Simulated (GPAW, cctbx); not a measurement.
# By hand: from a DFT structure factor to an extinction distance in TiCd4

TiCd4, Im-3m (no. 229), a = 6.5539 Å, b = 6.5539 Å, c = 6.5539 Å, α = 90.00°, β = 90.00°, γ = 90.00°.

| atom | mult. | x | y | z |
| --- | --- | --- | --- | --- |
| Cd1 | 8 | 3/4 | 1/4 | 3/4 |
| Ti1 | 2 | 0 | 0 | 0 |

The start was made by putting kin elements into a known structure type; the compound need not exist, or be stable, in this form.

A DFT run (GPAW, PBE, 450 eV, 5×5×5 k-points, Fermi–Dirac width 0.1 eV) gives the static X-ray structure factor of 011 as 38.724 e for the conventional cell; superposed free atoms give 38.291 e. **Problem.** Find the Fourier component V of the crystal potential and the two-beam extinction distance at 200 kV in both cases.

## Step 1: Geometry

The cell volume is Ω = 281.52 Å³ and d(011) = 4.6343 Å, so g = 1/d = 0.2158 Å⁻¹.

## Step 2: The nuclei

Electrons feel nuclei as well as electrons, so the nuclear charges are summed with the same phases.

Phase sums Σ exp(2πi h·x), turned so that the total is real and positive: Cd 0.000, Ti +2.000. Then F_Z = 48 × (0.000) + 22 × (+2.000) = 44.00 e. The electron term has the same sign for this reflection.

## Step 3: Mott–Bethe

Poisson's equation, term by term, gives V = (e/4πε₀)(F_Z − F)/(πΩg²), with e/4πε₀ = 14.3996 V Å.

The prefactor is 14.3996 × 4.6343²/(π × 281.52) = 0.34967 V per electron. Free atoms: (44.00 − 38.291) × 0.34967 = 1.996 V. Crystal: (44.00 − 38.724) × 0.34967 = 1.845 V. F changes by +1.13 % and V by -7.6 %: the same 0.43 e is measured against F_Z − F = 5.7 e in place of F = 38.3 e.

## Step 4: Extinction distance

In the two-beam case ξ = 1/(λU) with U = 2γm₀eV/h², that is ξ = 150.41 V Å²/(γλV).

At 200 kV, λ = 0.02508 Å and γ = 1.3914. Free atoms: ξ = 2159 Å. Crystal: ξ = 2336 Å. The thickness fringes go as sin²(πt/ξ), so the two patterns slip by a quarter of a period when t|1/ξ₁ − 1/ξ₀| = 1/4, at t ≈ 712 nm. Thermal motion, absorption and many-beam coupling, left out here, change a real pattern.

## Step 5: Answer

V(011) is 1.84 V against 2.00 V, and ξ is 2336 against 2159 Å. Limits: static atoms, two beams.
